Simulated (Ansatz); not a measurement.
# CaI2 monolayer (1T): from the cell to its phonons, part 3 of 3

Task: relax CaI2 monolayer (1T), then find its harmonic phonons.

Ansatz 0.2.0; DFT PBEsol, scalar-relativistic, plane waves, PAW.

So far. Step 4 (Relaxing to small forces for the phonons): The largest force component left is 0.048 meV/Å, within the tolerances set. Step 5 (Modes at Γ): Before it was imposed, the acoustic sum rule was missed by 4.5e-5 eV/Å² and the charge sum rule by 6.7e-4 e. Small misses are needed for a sound result but don't prove that mesh and cutoff are converged. The lowest optical mode is real, 67.6 cm⁻¹.

### 6. The dispersion

Stability and thermal properties need the whole zone. Linear response on a 3×3×1 q mesh gives force constants as far as a supercell of that size would, and the tensors from the zone-centre run are typed in so that the long-range dipole term is interpolated apart.

input.yaml

```yaml
crystal:
  lattice:
    - [4.434668612, 0.0, 0.0]
    - [-2.217334306, 3.8405356754, 0.0]
    - [0.0, 0.0, 30.4]
  atoms:
    - { symbol: Ca, position: [0.0, 0.0, 0.3289473684] }
    - { symbol: I, position: [0.3333333333, 0.6666666667, 0.3868428202] }
    - { symbol: I, position: [0.6666666667, 0.3333333333, 0.2710519166] }
  periodic: [true, true, false]
kpoints:
  mp_grid: { grid: [6, 6, 1] }
hamiltonian:
  xc: pbesol
scf:
  occupations: { method: fixed }
output:
  eigenvalues: true
phonons:
  method: dfpt
  qmesh: [3, 3, 1]
  temperatures: { t_max: 1000, t_step: 50 }
  qpath:
    path:
      - [0.0, 0.0, 0.0]
      - [0.5, 0.0, 0.0]
      - [0.33333333, 0.33333333, 0.0]
      - [0.0, 0.0, 0.0]
    npoints: 10
  isolated: true
  non_analytic_term:
    high_frequency_dielectric_tensor: [[1.6724, 0.0, 0.0], [0.0, 1.6724, 0.0], [0.0, 0.0, 1.1687]]
    born_effective_charges:
      - { species: Ca, tensor: [[2.444, 0.0, 0.0], [0.0, 2.444, 0.0], [0.0, 0.0, 0.4288]] }
      - { species: I, tensor: [[-1.222, 0.0, 0.0], [0.0, -1.222, 0.0], [0.0, 0.0, -0.2144]] }
      - { species: I, tensor: [[-1.222, 0.0, 0.0], [0.0, -1.222, 0.0], [0.0, 0.0, -0.2144]] }
    source: "zone-centre run at this cell"
```

The run is started by

```sh
$ ansatz run input.yaml --threads 8 --pin off --max-ram 14336MiB --backend cpu --events-out ev --progress --plain --runs-dir out
```

Numbers of over 12 decimals in the logs are rounded to 6 here.

What it wrote:

```text
Warning: phonons: the dynamical matrix that this run interpolates holds no multipole term above the dipole-dipole one, and a site of this crystal is no centre of inversion, so its interpolated transverse optical and acoustic branches and sound speeds can stay off near Gamma, and the density of states and the thermodynamics with them. What a run solves at a wave vector of phonons.qpoints, Gamma apart, where the deck admits one, is free of this, and under fd what a larger phonons.supercell samples
[...]
Crystal: 3 atoms, lattice volume = 517.758 Å³
Basis set: ecut = 420 eV, 10199 PW (Γ), exchange–correlation on 60×60×432 points (8 copies of the dense FFT grid, shifted against one another)
Bands: 27, of which v1, the nominal top of the filled ones, is band 22 counted from 1 (21 counted from 0)
Symmetry: 12 space group operations
k-points: 7 of 36 (irreducible under 6 space group operations, time reversal used)
[...]
SCF iter   1: F=—  HF=-16663.169146 eV  |F-HF|=—  |Δ(HF+E_count)|=         —  Δρ=1.02e-3  dr2=6.67e-3  ethr=1.77e-3  ⟨swp⟩=10.1  Hψ=1209  notcnv=0  defer=20
[...]
SCF iter   9: F=-16663.168817 eV  HF=-16663.168817 eV  |F-HF|=3.64e-11  |Δ(HF+E_count)|=  1.60e-10  Δρ=1.55e-8  dr2=1.09e-12  ethr=1.00e-12  ⟨swp⟩=32.7  Hψ=2120  notcnv=0
SCF 1 converged in 9 iterations: F = -16663.168817 eV  dr2 = 1.09e-12
[...]
NSCF: frozen V_eff on 7 k-points
[...]
DFPT response loops at q = (0, 0, 0) (fractional): preconditioner auto → none (the input reference at scf.mixing.eps_inf says where Resta's filter doesn't serve); β = 0.50; Broyden in place of MSR1
[...]
SCF converged after 9 iterations
Free energy (F): -16663.168817 eV
[...]
Internal energy: -16663.168817 eV  (E = F + TS)
E sigma→0 (E₀):  -16663.168817 eV
Fermi energy:    -6.666230 eV
[...]
--- Band table (eV; the first three rows and the last of 7) ---
  k-point 0: bands = [... 18 lower, -7.3488, -7.0937, -6.6662, -6.6662, -2.1659, -2.0480, -2.0480, -1.6720, ... 1 higher]
  k-point 1: bands = [... 18 lower, -7.3769, -7.3035, -6.9438, -6.8457, -2.3472, -1.7596, -1.7119 (-1.7119°), -1.3609, ... 1 higher]
  k-point 2: bands = [... 18 lower, -7.8049, -7.4202, -7.1698, -7.1321, -2.7554, -1.3621, -1.2438, -0.8762, ... 1 higher]
  k-point 6: bands = [... 18 lower, -8.3914, -7.8115, -7.4461, -7.4461, -1.7431, -1.5606, -1.5606, -0.5858, ... 1 higher]
  ° read free of the cell's end (the report's vacuum.weakly_bound_levels)
--- Phonons (Γ-DFPT): 6 representative perturbations + reference (Σ response iterations 25) ---
  ASR residual: 6.406e-5 → 0.000e0 eV/Å²; symmetrization residual: 2.496e-5 eV/Å²
[...]
ASR residual per site (eV/Å²): 6.41e-5 2.15e-5 2.46e-5
  Γ frequencies (cm⁻¹): 0.00 0.00 0.00 67.63 67.63 88.17 156.87 156.87 224.86
--- Phonons (arbitrary-q DFPT): 3 irreducible q on the 3×3×1 mesh ---
  q = [0.0000, 0.0000, 0.0000] (star 1, of the zone-centre solve; hermiticity 7.76e-6, symmetrization 2.50e-11, taken by the last average 4.25e-7): -0.00 -0.00 0.00 67.63 67.63 88.17 156.87 156.87 224.86
  q = [0.0000, 0.3333, 0.0000] (star 6, 9 solved perturbations on 21 of 36 k-point pairs; hermiticity 9.90e-6, symmetrization 1.28e-9, taken by the last average 1.35e-6): 26.38 37.55 57.71 66.87 79.22 86.19 157.74 166.58 210.48
  q = [0.3333, 0.3333, 0.0000] (star 2, 6 solved perturbations in 93 linear systems a pass and spin channel, the states on 21 of 36 k-point pairs; hermiticity 7.27e-6, symmetrization 1.68e-6, taken by the last average 1.27e-6): 36.35 62.59 62.59 72.00 72.00 83.89 153.40 184.80 184.80
  sum rule: each row above includes the acoustic sum rule's correction from the zone centre's row sums; it moved no ω² by more than (0.66 cm⁻¹)²
  mesh force constants: q→R imaginary residual 0.00e0; ASR residual 6.406e-5 → 0.000e0 eV/Å²; symmetrization residual 8.882e-16 eV/Å²
  interpolated dispersion: 31 rows × 9 modes
  density of states and harmonic sums: on the 18×18×1 q-mesh, interpolated from the force constants of a 3×3×1 supercell (with the dipole–dipole term of supplied tensors)
  largest difference from the sums on the solved wave vectors: F 1.12e-1 eV, S 1.38e-4 and C_V 2.63e-5 eV/K
  zero-point energy: 0.054976 eV/cell   skipped modes (ω ≤ 0): 4, of them read as no rigid motion or as one in doubt: 1 (1.852e-2 modes/cell left out, lowest -1.01 cm⁻¹)   left out of the sums: 3.09e-3 of the cell's modes: C_V's classical limit lies that fraction below 3 k_B per atom; for a crystal, a wire or a layer, F and S can be off by more, and a phonons.interpolated_qmesh denser along its periods is the remedy for the sampling
```

Run time: 90 s. Hardware: 8 threads of Arm Neoverse V1, shared host; peak memory 2 GiB; 11 min of CPU time.

Numbers from this step:

| Quantity | Value |
| --- | --- |
| sum-rule residual before enforcement | 6.41e-5 eV/Å² |
| lowest frequency on the path | -1.087 cm⁻¹ |
| highest frequency on the path or at a solved wavevector | 224.9 cm⁻¹ |
| lowest mode on the q mesh (acoustic modes at Γ apart) | 26.38 cm⁻¹ |

Frequencies (cm⁻¹) solved at each irreducible wavevector; negative means imaginary. Frequencies by wavevector, by row:

```
q in reciprocal lattice units  star  mode 1  mode 2  mode 3  mode 4  mode 5  mode 6  mode 7  mode 8  mode 9
                        0 0 0     1       0       0       0    67.6    67.6    88.2   156.9   156.9   224.9
                   0 0.3333 0     6    26.4    37.5    57.7    66.9    79.2    86.2   157.7   166.6   210.5
              0.3333 0.3333 0     2    36.4    62.6    62.6      72      72    83.9   153.4   184.8   184.8
```

Interpolated from a 3×3×1 q mesh, with the LO-TO term (at Γ the limit along the path; where Γ stands inside the path, tables give the limit on arrival). The phonon branches at the labelled points (cm⁻¹):

```
  point  branch 1  branch 2  branch 3  branch 4  branch 5  branch 6  branch 7  branch 8  branch 9
      Γ         0         0         0        68        68        88       157       157       225
halfway        17        30        47        67        78        86       159       183       206
      M        37        44        66        67        75        90       150       155       217
halfway        36        52        65        70        73        87       152       165       206
      K        36        63        63        72        72        84       153       185       185
halfway        20        38        50        70        76        85       158       184       201
      Γ         0         0         0        68        68        88       157       157       225
```

The phonon branches as a text plot (rows in cm⁻¹):

```
    220 |*****            *****                              ****
    211 |     **  ********     *****                       **
    201 |     ****                  **       **************
    192 |   **  **                    ***  **         ***  **
    183 | **      **                    *****     ****       ***
    173 |           **              ****     *****
    164 |             **        ****                  ***
    154 |*********************************************   ********
    145 |
    135 |
    126 |
    117 |
    107 |
     98 |
     88 |********************************************************
     79 |       ****************                  *******
     70 |********************************************************
     60 |             ****           *************
     51 |         ****          *****          *******
     41 |       **    **********                  *******
     32 |     **  **********    ******************    *****
     22 |   ******  **                            ****   ****
     13 | ****  ****                                  **********
      4 |*******                                           ******
         Γ                   M           K                      Γ
```

The phonon density of states has structure finer than the step of the table below, so its rows give means over 5 cm⁻¹, whole bins alone (the curve runs from -1 to 225 cm⁻¹). Peaks (cm⁻¹: height): 35.0: 0.135, 67.0: 0.211, 77.0: 0.153, 85.0: 0.229, 153.0: 0.155, 159.0: 0.158, 205.0: 0.0702.

Tetrahedra on a 18×18×1 mesh, mean over bins of 2 cm-1. Interpolated from a 3×3×1 q mesh. The phonon density of states by wavenumber; means over each step:

wavenumber (cm⁻¹), phonon density of states (1/cm⁻¹/cell) and a bar:
```
        5      0.013 ##
       10      0.020 ####
       15      0.026 #####
       20      0.032 ######
       25      0.041 ########
       30      0.058 ##########
       35      0.095 #################
       40      0.043 ########
       45      0.054 ##########
       50      0.043 ########
       55      0.044 ########
       60      0.059 ###########
       65      0.123 ######################
       70      0.166 ##############################
       75      0.133 ########################
       80      0.044 ########
       85      0.148 ###########################
       90      0.052 #########
       95      0.000 
      100      0.000 
      105      0.000 
      110      0.000 
      115      0.000 
      120      0.000 
      125      0.000 
      130      0.000 
      135      0.000 
      140      0.000 
      145      0.000 
      150      0.043 ########
      155      0.107 ###################
      160      0.085 ###############
      165      0.024 ####
      170      0.029 #####
      175      0.039 #######
      180      0.020 ####
      185      0.013 ##
      190      0.017 ###
      195      0.031 ######
      200      0.047 ########
      205      0.064 ############
      210      0.045 ########
      215      0.029 #####
      220      0.006 #
```

The partial phonon density of states has structure finer than the step of the table below, so its rows give means over 5 cm⁻¹, whole bins alone (the curve runs from -12.9 to 242 cm⁻¹). Peaks (cm⁻¹: height): Ca 35.1: 0.0141, 158.4: 0.0963, 174.4: 0.0392, 203.2: 0.0517; I 35.1: 0.0846, 68.7: 0.188, 86.4: 0.160.

Phonopy on the run's constants, 15x15x1 mesh, Gaussian sigma 2.0 cm-1. Interpolated from a 3×3×1 q mesh. Table of partial phonon density of states by wavenumber; means over each step; values in 1/cm⁻¹/cell:

```
wavenumber (cm⁻¹)       Ca        I
              -10   2.3e-5   1.4e-4
               -5   7.9e-4  0.00506
                0  0.00132  0.00851
                5  0.00129  0.00847
               10  0.00238   0.0156
               15  0.00331   0.0217
               20  0.00390   0.0255
               25  0.00564   0.0366
               30  0.00817   0.0513
               35   0.0124   0.0754
               40  0.00678   0.0459
               45  0.00622   0.0462
               50  0.00471   0.0383
               55  0.00402   0.0377
               60  0.00429   0.0512
               65  0.00392    0.122
               70  0.00134    0.168
               75   7.7e-4    0.124
               80   2.7e-4   0.0600
               85   1.6e-4    0.122
               90   7.4e-5   0.0632
               95   2.8e-6  0.00276
              100        0   3.2e-6
              105        0        0
              110        0        0
              115        0        0
              120        0        0
              125        0        0
              130        0        0
              135        0        0
              140   2.8e-6   2.0e-7
              145  0.00226   4.4e-4
              150   0.0433  0.00808
              155   0.0857   0.0143
              160   0.0729   0.0111
              165   0.0291  0.00432
              170   0.0284  0.00404
              175   0.0358  0.00492
              180   0.0255  0.00357
              185   0.0192  0.00260
              190  0.00787   9.3e-4
              195   0.0211  0.00229
              200   0.0361  0.00375
              205   0.0432  0.00436
              210   0.0297  0.00263
              215   0.0290  0.00259
              220   0.0159  0.00140
              225  0.00282   3.9e-4
              230   1.1e-4   1.6e-5
              235        0        0
```

Symmetry leaves 3 wavevectors to solve. The lowest mode among them, the acoustic zeros apart, lies at q = (0, 0.333, 0) and is real, 26.4 cm⁻¹.

### 7. Isotope substitution

An isotope changes the mass and not the force constants, so no new electronic calculation is needed; the shifts show which modes move this element.

The same force constants with the mass of Ca changed from 40.078 to 47.953 u (phonopy, no LO-TO term). Both lists are sorted by frequency; levels can cross, so a row need not hold one and the same mode. Modes under 3 cm⁻¹ are left out. Isotope shifts, by row:

```
              q  rank  natural mass (cm⁻¹)  changed mass (cm⁻¹)
          0 0 0     4                67.63                67.63
          0 0 0     5                67.63                67.63
          0 0 0     6                88.17                88.17
          0 0 0     7                156.9                145.3
          0 0 0     8                156.9                145.3
          0 0 0     9                224.9                208.3
     0 0.3333 0     1                26.38                26.02
     0 0.3333 0     2                37.55                37.09
     0 0.3333 0     3                57.71                57.24
     0 0.3333 0     4                66.87                66.86
     0 0.3333 0     5                79.22                79.21
     0 0.3333 0     6                86.19                86.19
     0 0.3333 0     7                157.7                  146
     0 0.3333 0     8                166.6                154.4
     0 0.3333 0     9                210.5                  194
0.3333 0.3333 0     1                36.35                 35.8
0.3333 0.3333 0     2                62.59                62.06
0.3333 0.3333 0     3                62.59                62.06
0.3333 0.3333 0     4                   72                   72
0.3333 0.3333 0     5                   72                   72
0.3333 0.3333 0     6                83.89                83.89
0.3333 0.3333 0     7                153.4                142.4
0.3333 0.3333 0     8                184.8                170.4
0.3333 0.3333 0     9                184.8                170.4
```

A mode of this element alone would shift by -8.58 %. The highest zone-centre frequency without the field goes from 224.9 to 208.3 cm⁻¹ (-7.4 %). The product of the frequency ratios over all optical modes at Γ is 0.795; the product rule, (m/m′)^(3k/2) (M′/M)^(3/2) with k = 1 such atoms and M the mass of the cell, gives 0.795.

### 8. Summary of results

| Property | Result |
| --- | --- |
| space group after relaxation (within 0.01 Å) | P-3m1 |
| area per atom | 5.68 Å² |
| gap on the k-mesh | 3.75 eV |
| highest optical mode at the zone centre (no LO-TO term) | 225 cm⁻¹ |
| lowest optical zone-centre mode | 67.6 cm⁻¹ |
| largest Born charge (third of the trace) | 1.77 e |
| lowest mode on the q mesh (acoustic modes at Γ apart) | 26.4 cm⁻¹ |
| highest frequency on the path or at a solved wavevector | 225 cm⁻¹ |
| imaginary modes on the 3×3×1 q mesh | none |

The structure is a minimum as far as tested: no mode is imaginary at the 3 irreducible wavevectors of the 3×3×1 mesh, and the softest away from the acoustic zeros lies at 26 cm⁻¹. Without the field, the optical modes at Γ span 68 to 225 cm⁻¹. The highest mode in this list at Γ, 224.9 cm⁻¹, is mostly motion of Ca (86 % of the kinetic energy). The strongest infrared line is at 157 cm⁻¹. Averaged over orientations, the strongest Raman line at 532 nm and 300 K is at 68 cm⁻¹. In a sheet or slab the interpolated bending branch near Γ is rough, since the rotational sum rule isn't imposed. Dielectric tensors refer to the cell with its vacuum. Spin-orbit coupling is left out, which can matter for the heavy elements here. The starting cell was built on a prototype and not taken from a measurement. These are harmonic frequencies at zero temperature: anharmonic shifts, linewidths and thermal expansion are left out.

[Logs are printed without paths, hosts, clocks, repeated set-up lines and the standing remarks that a program may print on its own settings, such as how far it seeks lower states.]

[Hosts, paths, dates, database ids (printed as entryN), source tags and the programs' standing remarks are cut or masked in the printed files.]
